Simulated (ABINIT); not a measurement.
# Completion of the band sum in GW: BaTiO3 (P4mm)

Wanted: gap and time of BaTiO3 (P4mm) with truncated and completed band sums.

Program: ABINIT 10.8.3. Level of theory: LDA and many-body steps on it, plane waves. Values are calculated unless marked as measured.

The database entry behind the starting cell differs from other determinations of this structure, so it need not match the best structure at room temperature.

**1. The starting structure**

Symmetry: P4mm, No. 99, tetragonal system. Conventional cell: a = 4.000 Å, b = 4.000 Å, c = 4.018 Å, α = 90.00°, β = 90.00°, γ = 90.00°. Nearest to Ba lie 12 O at 2.79 to 2.88 Å. Nearest to Ti lie 6 O at 1.89 to 2.13 Å. Nearest to O lie 2 Ti at 1.89 to 2.13 Å and 4 Ba at 2.83 Å. Nearest to O lie 2 Ti at 2.00 Å and 4 Ba at 2.79 to 2.88 Å. Farther neighbours, and contacts between anions beyond the nearest, are not listed.

The cell and positions come from the Crystallography Open Database and are kept as given unless a step says otherwise.

**2. Empty states on the mesh, 4×4×4 mesh, 119 bands**

This step: ABINIT 10.8.3; DFT, LDA, plane waves, norm-conserving pseudopotentials.

The sums over transitions need many empty states on a uniform mesh; this step solves for them.

Input file run.abi:

```
acell 3*1.0 Angstrom
rprim 
  3.999800000000 0.000000000000 0.000000000000
  0.000000000000 3.999800000000 0.000000000000
  0.000000000000 0.000000000000 4.018000000000
ntypat 3
znucl 56 22 8
natom 5
typat 1 2 3 3 3
xred 
  0.000000000000 0.000000000000 0.000000000000
  0.500000000000 0.500000000000 0.490000000000
  0.500000000000 0.500000000000 0.019000000000
  0.500000000000 0.000000000000 0.517000000000
  0.000000000000 0.500000000000 0.517000000000
pp_dirpath "pseudos"
pseudos "Ba.upf, Ti.upf, O.upf"
ecut 38
ngkpt 4 4 4
nshiftk 1
shiftk 0 0 0
kptopt 1
chksymbreak 0
iscf -2
irdden 1
istwfk *1
nband 119
nbdbuf 10
tolwfr 1e-09
nstep 60
prtvol 0
indata_prefix "in"
outdata_prefix "out"
tmpdata_prefix "tmp"
```

Run with:

```bash
> OMP_NUM_THREADS=1 mpirun -n 8 abinit run.abi > log
```

Output:

```text
.Version 10.8.3 of ABINIT. v10.8.2 released Aug 2026.

 Symmetries : space group P4 m m (# 99); Bravais tP (primitive tetrag.)
[... echo of the input left out ...]
== DATASET  1 ==================================================================
-   mpi_nproc: 8, omp_nthreads: 1 (-1 if OMP is not activated)

--- !DatasetInfo
iteration_state: {dtset: 1, }
dimensions: {natom: 5, nkpt: 18, mband: 119, nsppol: 1, nspinor: 1, nspden: 1, mpw: 4929, }
cutoff_energies: {ecut:  38.0, pawecutdg:  -1.0, }
[...]
2.39916    2.41176    2.41176    2.42595    2.43902    2.43902    2.44212    2.45103
   2.45452    2.48848    2.49710    2.49710    2.60168    2.68331    2.68412    2.68412
   2.72102    2.72418    2.72418    2.73218    2.73844    2.73904    2.83111
 prteigrs : prtvol=0 or 1, do not print more k-points.

== END DATASET(S) ==============================================================
================================================================================

 -outvars: echo values of variables after computation  --------
            nband         119
             nkpt          18
          spgroup          99
 [... the other variables as echoed above ...]

 Calculation completed.
```

Run time: 47 s. Hardware: 8 MPI ranks of Arm Neoverse V2, shared host; peak memory 0.7 GiB.

Numbers from this step:

```yaml
gap: 1.742 eV
k_of_the_valence_top: 0.5, 0.5, 0.5
k_of_the_conduction_bottom: 0, 0, 0
least_direct_gap: 2.023 eV
k_points_computed: 18
lowest_point_of_the_top_converged_band_above_the_valence_top: 61.4009 eV
```

On this mesh the gap is 1.742 eV.

The density comes from a self-consistent run that is not shown.

**3. Screening, 4×4×4 mesh, 109 bands, screening to 152.4 eV**

The RPA dielectric matrix is built and inverted for each q.

This step: RPA screening on LDA, plane waves, norm-conserving pseudopotentials.

Changes to run.abi since step 2:

```diff
@@ -23,10 +23,11 @@
 chksymbreak 0
-iscf -2
-irdden 1
 istwfk *1
-nband 119
-nbdbuf 10
-tolwfr 1e-09
-nstep 60
-prtvol 0
+occopt 1
+irdwfk 1
+optdriver 3
+nband 109
+ecuteps 5.6
+inclvkb 2
+awtr 1
+symchi 1
 indata_prefix "in"
```

Output:

```text
.Version 10.8.3 of ABINIT. v10.8.2 released Aug 2026.

 Symmetries : space group P4 m m (# 99); Bravais tP (primitive tetrag.)
[... echo of the input left out ...]
== DATASET  1 ==================================================================
-   mpi_nproc: 8, omp_nthreads: 1 (-1 if OMP is not activated)

--- !DatasetInfo
iteration_state: {dtset: 1, }
dimensions: {natom: 5, nkpt: 18, mband: 109, nsppol: 1, nspinor: 1, nspden: 1, mpw: 4929, }
cutoff_energies: {ecut:  38.0, pawecutdg:  -1.0, }
electrons: {nelect:   4.00000000E+01, charge:   0.00000000E+00, occopt:   1.00000000E+00, tsmear:   1.00000000E-02, }

 SCREENING: Calculation of the susceptibility and dielectric matrices

 Based on a program developped by R.W. Godby, V. Olevano, G. Onida, and L. Reining.
 Incorporated in ABINIT by V. Olevano, G.-M. Rignanese, and M. Torrent.
.Using double precision arithmetic ; gwpc =  8

[... cell and pseudopotentials left out ...]
--------------------------------------------------------------------------------

 ==== K-mesh for the wavefunctions ====
 Number of points in the irreducible wedge :    18
[... list of points left out ...]
 Together with  8 symmetry operations and time-reversal symmetry
 yields    64 points in the full Brillouin Zone.

 ==== Q-mesh for the screening function ====
 Number of points in the irreducible wedge :    18
[... list of points left out ...]
 Together with  8 symmetry operations and time-reversal symmetry
 yields    64 points in the full Brillouin Zone.

 setmesh: FFT mesh size selected  =    30x   30x   30
          total number of points  =        27000

 vcoul_init : cutoff-mode = AUXILIARY_FUNCTION
 q-points for optical limit:   1
     1)      0.000010    0.000020    0.000030

- screening: taking advantage of time-reversal symmetry
- Maximum band index for partially occupied states nbvw = 20
- Remaining bands to be divided among processors   nbcw = 89
- Number of bands treated by each node ~11

 Number of electrons calculated from density =   40.0000; Expected =   40.0000
 average of density, n =  0.092210
 r_s =    1.3731
 omega_plasma =   29.2917 [eV]

 calculating chi0 at frequencies [eV] :
  1    0.000000E+00    0.000000E+00
  2    0.000000E+00    2.929166E+01

--------------------------------------------------------------------------------
  q-point number  1        q = ( 0.000000, 0.000000, 0.000000) [r.l.u.]
--------------------------------------------------------------------------------
[... chi0 elements left out ...]
 For q-point:  0.000010 0.000020 0.000030
  dielectric constant =   6.3587
  dielectric constant without local fields =   6.9273

  Average fulfillment of the sum rule on Im[epsilon] for q-point    1 :     60.89  [%]
[... wings left out ...]
  q-point number  2        q = ( 0.250000, 0.000000, 0.000000) [r.l.u.]
--------------------------------------------------------------------------------
[... chi0 elements left out ...]
  Average fulfillment of the sum rule on Im[epsilon] for q-point    2 :     73.84  [%]

 [... 16 further q-points ...]
```

Elapsed: 76 s, on 8 MPI ranks; peak memory 3 GiB; 10 min of CPU time.

Read from the output:

- ε∞ with local fields, on this mesh: 6.359
- ε∞ without local fields, on this mesh: 6.927
- plasma frequency: 29.29 eV
- plane waves in the screening matrix: 257

Local fields lower ε∞ by 8 %. On a Γ-centred mesh this coarse the value itself is usually too large, while a short band sum pulls it down.

**4. 109 bands**

The self-energy is evaluated for the states that the input lists, and the quasiparticle equation is solved.

This step: G0W0 on LDA, plane waves, norm-conserving pseudopotentials.

Changes to run.abi since step 3:

```diff
@@ -26,8 +26,17 @@
 irdwfk 1
-optdriver 3
+optdriver 4
 nband 109
+gwcalctyp 0
+ecutsigx 38
+symsigma 1
+nkptgw 2
+kptgw 
+  0.5000000000 0.5000000000 0.5000000000
+  0.0000000000 0.0000000000 0.0000000000
+bdgw 
+  18 23
+  19 23
 ecuteps 5.6
-inclvkb 2
-awtr 1
-symchi 1
+irdscr 1
+ppmodel 1
 indata_prefix "in"
```

Output:

```text
.Version 10.8.3 of ABINIT. v10.8.2 released Aug 2026.

 Symmetries : space group P4 m m (# 99); Bravais tP (primitive tetrag.)
[... echo of the input left out ...]
== DATASET  1 ==================================================================
-   mpi_nproc: 8, omp_nthreads: 1 (-1 if OMP is not activated)

--- !DatasetInfo
iteration_state: {dtset: 1, }
dimensions: {natom: 5, nkpt: 18, mband: 109, nsppol: 1, nspinor: 1, nspden: 1, mpw: 4929, }
cutoff_energies: {ecut:  38.0, pawecutdg:  -1.0, }
electrons: {nelect:   4.00000000E+01, charge:   0.00000000E+00, occopt:   1.00000000E+00, tsmear:   1.00000000E-02, }

 SIGMA: Calculation of the GW corrections

 Based on a program developped by R.W. Godby, V. Olevano, G. Onida, and L. Reining.
 Incorporated in ABINIT by V. Olevano, G.-M. Rignanese, and M. Torrent.
.Using double precision arithmetic ; gwpc =  8

[... cell and pseudopotentials left out ...]
--------------------------------------------------------------------------------

 ==== K-mesh for the wavefunctions ====
 Number of points in the irreducible wedge :    18
[... list of points left out ...]
 Together with  8 symmetry operations and time-reversal symmetry
 yields    64 points in the full Brillouin Zone.

 ==== Q-mesh for screening function ====
 Number of points in the irreducible wedge :    18
[... list of points left out ...]
 Together with  8 symmetry operations and time-reversal symmetry
 yields    64 points in the full Brillouin Zone.

 vcoul_init : cutoff-mode = AUXILIARY_FUNCTION
 q-points for optical limit:   1
     1)      0.000010    0.000020    0.000030
 setmesh: FFT mesh size selected  =    45x   45x   45
          total number of points  =        91125

 Number of electrons calculated from density =   40.0000; Expected =   40.0000
 average of density, n =  0.092210
 r_s =    1.3731
 omega_plasma =   29.2917 [eV]

 === KS Band Gaps ===
  >>>> For spin  1
   Minimum direct gap =   2.0230 [eV], located at k-point      :   0.0000  0.0000  0.0000
   Fundamental gap    =   1.7422 [eV], Top of valence bands at :   0.5000  0.5000  0.5000
                                       Bottom of conduction at :   0.0000  0.0000  0.0000
 SIGMA fundamental parameters:
 PLASMON POLE MODEL  1
 number of plane-waves for SigmaX                 4929
 number of plane-waves for SigmaC and W            257
 number of plane-waves for wavefunctions          4929
 number of bands                                   109
 number of independent spin polarizations            1
 number of spinorial components                      1
 number of k-points in IBZ                          18
 number of q-points in IBZ                          18
 number of symmetry operations                       8
 number of k-points in BZ                           64
 number of q-points in BZ                           64
 number of frequencies for dSigma/dE                 9
 frequency step for dSigma/dE [eV]                0.25
 number of omega for Sigma on real axis              0
 max omega for Sigma on real axis  [eV]           0.00
 zcut for avoiding poles [eV]                     0.10

 EPSILON^-1 parameters (SCR file):
 dimension of the eps^-1 matrix on file            257
 dimension of the eps^-1 matrix used               257
 number of plane-waves for wavefunctions          4929
 number of bands                                   109
 number of q-points in IBZ                          18
 number of frequencies                               2
 number of real frequencies                          1
 number of imag frequencies                          1

 matrix elements of self-energy operator (all in [eV])

 Perturbative Calculation

--- !SelfEnergy_ee
iteration_state: {dtset: 1, }
kpoint     : [   0.500,    0.500,    0.500, ]
spin       : 1
KS_gap     :    4.199
QP_gap     :    5.984
Delta_QP_KS:    1.785
data: !SigmaeeData |
     Band     E0 <VxcDFT>   SigX SigC(E0)      Z dSigC/dE  Sig(E)    E-E0       E
       18   6.194 -19.723 -24.888   5.111   0.761  -0.313 -19.764  -0.041   6.153
       19   6.194 -19.723 -24.888   5.111   0.761  -0.313 -19.764  -0.041   6.153
       20   6.277 -19.742 -24.920   5.143   0.760  -0.315 -19.769  -0.027   6.250
       21  10.477 -21.652 -13.147  -6.110   0.734  -0.363 -19.894   1.758  12.234
       22  10.477 -21.651 -13.147  -6.110   0.734  -0.363 -19.894   1.758  12.234
       23  10.477 -21.651 -13.147  -6.110   0.734  -0.363 -19.894   1.758  12.234

--- !SelfEnergy_ee
iteration_state: {dtset: 1, }
kpoint     : [   0.000,    0.000,    0.000, ]
spin       : 1
KS_gap     :    2.023
QP_gap     :    3.672
Delta_QP_KS:    1.649
data: !SigmaeeData |
     Band     E0 <VxcDFT>   SigX SigC(E0)      Z dSigC/dE  Sig(E)    E-E0       E
       19   5.996 -19.835 -24.485   4.611   0.767  -0.304 -19.865  -0.030   5.967
       20   5.996 -19.835 -24.485   4.611   0.767  -0.304 -19.865  -0.030   5.967
       21   8.019 -18.773 -11.360  -5.334   0.779  -0.284 -17.154   1.619   9.639
       22   8.239 -18.944 -11.874  -5.006   0.778  -0.286 -17.339   1.604   9.843
       23   8.239 -18.944 -11.874  -5.006   0.778  -0.286 -17.339   1.604   9.843

== END DATASET(S) ==============================================================
================================================================================

 -outvars: echo values of variables after computation  --------
           etotal      0.0000000000E+00
            nband         109
             nkpt          18
          spgroup          99
 [... the other variables as echoed above ...]

 Calculation completed.
```

Wall time 11 s (8 MPI ranks); peak memory 2.2 GiB.

Numbers from this step:

```yaml
g0w0_gap_on_the_mesh: 3.389 eV
starting_gap_on_the_mesh: 1.742 eV
k_of_the_valence_top: 0.5, 0.5, 0.5
k_of_the_conduction_bottom: 0, 0, 0
z_at_the_valence_top: 0.76
z_at_the_conduction_bottom: 0.779
least_direct_g0w0_gap_on_the_computed_points: 3.672 eV
```

The gap on the mesh goes from 1.74 eV to 3.39 eV, a correction of +1.65 eV.

**5. Screening, 4×4×4 mesh, 28 bands, screening to 152.4 eV**

This step: RPA screening on LDA, plane waves, norm-conserving pseudopotentials.

Changes to run.abi since step 4:

```diff
@@ -26,17 +26,8 @@
 irdwfk 1
-optdriver 4
-nband 109
-gwcalctyp 0
-ecutsigx 38
-symsigma 1
-nkptgw 2
-kptgw 
-  0.5000000000 0.5000000000 0.5000000000
-  0.0000000000 0.0000000000 0.0000000000
-bdgw 
-  18 23
-  19 23
+optdriver 3
+nband 28
 ecuteps 5.6
-irdscr 1
-ppmodel 1
+inclvkb 2
+awtr 1
+symchi 1
 indata_prefix "in"
```

Output:

```text
.Version 10.8.3 of ABINIT. v10.8.2 released Aug 2026.

 Symmetries : space group P4 m m (# 99); Bravais tP (primitive tetrag.)
[... echo of the input left out ...]
== DATASET  1 ==================================================================
-   mpi_nproc: 8, omp_nthreads: 1 (-1 if OMP is not activated)

--- !DatasetInfo
iteration_state: {dtset: 1, }
dimensions: {natom: 5, nkpt: 18, mband: 28, nsppol: 1, nspinor: 1, nspden: 1, mpw: 4929, }
cutoff_energies: {ecut:  38.0, pawecutdg:  -1.0, }
electrons: {nelect:   4.00000000E+01, charge:   0.00000000E+00, occopt:   1.00000000E+00, tsmear:   1.00000000E-02, }

 SCREENING: Calculation of the susceptibility and dielectric matrices

 Based on a program developped by R.W. Godby, V. Olevano, G. Onida, and L. Reining.
 Incorporated in ABINIT by V. Olevano, G.-M. Rignanese, and M. Torrent.
.Using double precision arithmetic ; gwpc =  8

[... cell and pseudopotentials left out ...]
--------------------------------------------------------------------------------

 ==== K-mesh for the wavefunctions ====
 Number of points in the irreducible wedge :    18
[... list of points left out ...]
 Together with  8 symmetry operations and time-reversal symmetry
 yields    64 points in the full Brillouin Zone.

 ==== Q-mesh for the screening function ====
 Number of points in the irreducible wedge :    18
[... list of points left out ...]
 Together with  8 symmetry operations and time-reversal symmetry
 yields    64 points in the full Brillouin Zone.

 setmesh: FFT mesh size selected  =    30x   30x   30
          total number of points  =        27000

 vcoul_init : cutoff-mode = AUXILIARY_FUNCTION
 q-points for optical limit:   1
     1)      0.000010    0.000020    0.000030

- screening: taking advantage of time-reversal symmetry
- Maximum band index for partially occupied states nbvw = 20
- Remaining bands to be divided among processors   nbcw = 8
- Number of bands treated by each node ~1

 Number of electrons calculated from density =   40.0000; Expected =   40.0000
 average of density, n =  0.092210
 r_s =    1.3731
 omega_plasma =   29.2917 [eV]

 calculating chi0 at frequencies [eV] :
  1    0.000000E+00    0.000000E+00
  2    0.000000E+00    2.929166E+01

--------------------------------------------------------------------------------
  q-point number  1        q = ( 0.000000, 0.000000, 0.000000) [r.l.u.]
--------------------------------------------------------------------------------
[... chi0 elements left out ...]
 For q-point:  0.000010 0.000020 0.000030
  dielectric constant =   5.5268
  dielectric constant without local fields =   5.9416

  Average fulfillment of the sum rule on Im[epsilon] for q-point    1 :     11.09  [%]
[... wings left out ...]
  q-point number  2        q = ( 0.250000, 0.000000, 0.000000) [r.l.u.]
--------------------------------------------------------------------------------
[... chi0 elements left out ...]
  Average fulfillment of the sum rule on Im[epsilon] for q-point    2 :     26.68  [%]

 [... 16 further q-points ...]
```

Wall time 10 s (8 MPI ranks); peak memory 2.2 GiB.

Numbers from this step:

```
ε∞ with local fields, on this mesh    : 5.527
ε∞ without local fields, on this mesh : 5.942
plasma frequency                      : 29.29 eV
plane waves in the screening matrix   : 257
```

(Part 1 of 2 ends here.)

[Long decimals in the printed logs are rounded to 6 places.]

[Logs are printed without paths, hosts, clocks, repeated set-up lines and the standing remarks that a program may print on its own settings, such as how far it seeks lower states.]

[Paths, hosts, dates, memory and timing lines, banners, echoed tables and standing remarks are left out of the program output; an Ansatz launch command may be rebuilt from the run's recorded settings. Measured values are a selection of at most five: reports struck by readers or far from the other reports are left out. None is set beside runs whose start may be inverted or whose files or cutoffs have a known fault.]

[Runs of the session that timed out or met a known fault of the program may be left out.]

[Hosts, paths, dates, database ids (printed as entryN), source tags and the programs' standing remarks are cut or masked in the printed files.]

[G0W0 gaps are taken among the corrected bands and points alone; a level outside them can change the order at an edge.]

[Where Ansatz stands beside ABINIT at settings called matched, ABINIT's density can come from a denser mesh and the files from another edition; pairs whose starting gaps differed by over 0.03 eV were left out, so agreement reads better than it is.]
